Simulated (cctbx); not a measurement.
# Reading a Patterson map

Space group Pmn2_1 (no. 31), a = 10.3440 Å, b = 9.4520 Å, c = 8.6130 Å, α = 90.00°, β = 90.00°, γ = 90.00°, content Ta2 Sb6 As2 K14.

Simulated single-crystal data (cctbx): Ag Kα, λ = 0.56087 Å, to d = 0.65 Å, 70 % of the full sphere, strongest reflection 70000 counts, noise from counting, a 3 % proportional error and a noise floor of 8 counts (s.d.); no absorption.

Patterson synthesis, origin scaled to 1000:

```text
Patterson group P m m m
      u       v       w   height  length (A)
  0.000   0.000   0.000   1000.0     0.00
  0.500   0.379   0.500    382.3     7.63
  0.000   0.000   0.297    225.7     2.56
  0.289   0.500   0.403    222.7     6.58
  0.423   0.000   0.000    163.5     4.38
  0.500   0.365   0.206    139.5     6.47
  0.289   0.500   0.103    119.5     5.66
  0.211   0.115   0.098    114.6     2.58
  0.220   0.500   0.500     89.5     6.79
  0.214   0.128   0.384     89.2     4.16
  0.000   0.358   0.131     87.5     3.56
  0.211   0.392   0.000     87.0     4.30
  0.500   0.089   0.418     83.3     6.36
  0.000   0.282   0.081     80.8     2.76
```

Q: Assign the vectors.

A peak at u stands for all pairs with xi − xj = u, with weight Σ ZiZj against Σ Z² = 33496 at the origin. Peak heights follow these weights only roughly, since form factors, motion and series ripples differ, all vectors within 0.55 Å of a peak are counted as merged into it though the farther ones add only part of their weight, and F(000) is left out, which lowers the whole map:

| u | v | w | shortest length (Å) | height | 1000 ΣZiZj/ΣZ² | pairs in the cell |
| --- | --- | --- | --- | --- | --- | --- |
| 0.500 | 0.379 | 0.500 | 7.62 | 382 | 414 | 3 × Sb–Sb, 1 × Ta–Ta, 2 × K–K |
| 0.000 | 0.000 | 0.297 | 2.56 | 226 | 222 | 2 × Ta–Sb |
| 0.289 | 0.500 | 0.403 | 6.58 | 223 | 222 | 2 × Ta–Sb |
| 0.423 | 0.000 | 0.000 | 4.38 | 164 | 198 | 2 × Sb–Sb, 4 × K–K |
| 0.500 | 0.365 | 0.206 | 6.47 | 140 | 217 | 1 × Ta–Sb, 3 × Sb–K, 1 × As–K |
| 0.289 | 0.500 | 0.103 | 5.66 | 120 | 177 | 2 × Sb–Sb, 2 × K–K |
| 0.211 | 0.115 | 0.098 | 2.58 | 115 | 111 | 1 × Ta–Sb |
| 0.220 | 0.500 | 0.500 | 6.79 | 90 | 159 | 4 × Sb–K, 4 × K–K |
| 0.214 | 0.128 | 0.384 | 4.16 | 89 | 159 | 1 × Sb–Sb, 1 × Ta–K, 1 × Sb–K, 1 × K–K |
| 0.000 | 0.358 | 0.131 | 3.57 | 88 | 150 | 3 × Sb–K, 1 × Ta–K, 2 × K–K |

The table stops at ten peaks or at a height of 45, below which ripples compete. In the model behind the data Ta, the heaviest element, has 1 independent site: (1/2, 0.6861, 0.5003), up to an allowed shift of origin; the Ta–Ta vectors are differences of these positions and their symmetry mates. The whole model:

```
atom  mult.       x       y       z  Ueq (Å²)
 Ta1      2     1/2  0.6861  0.5003    0.0079
 Sb1      4  0.7110  0.8014  0.4028    0.0097
 Sb2      2     1/2  0.6842  0.7975    0.0131
 As1      2     1/2  0.4090  0.4196    0.0093
  K1      2     1/2  0.3420  0.8448    0.0113
  K2      2     1/2  0.9058  0.1074    0.0149
  K3      4  0.7839  0.8362  0.7877    0.0131
  K4      4  0.7817  0.4646  0.6247    0.0133
  K5      2     1/2  0.0384  0.6307    0.0171
```

The model was made for the exercise: a known structure type with other elements put in, its volume estimated, not relaxed; displacement parameters are assumed.

[Logs are printed without paths, hosts, clocks, repeated set-up lines and the standing remarks that a program may print on its own settings, such as how far it seeks lower states.]
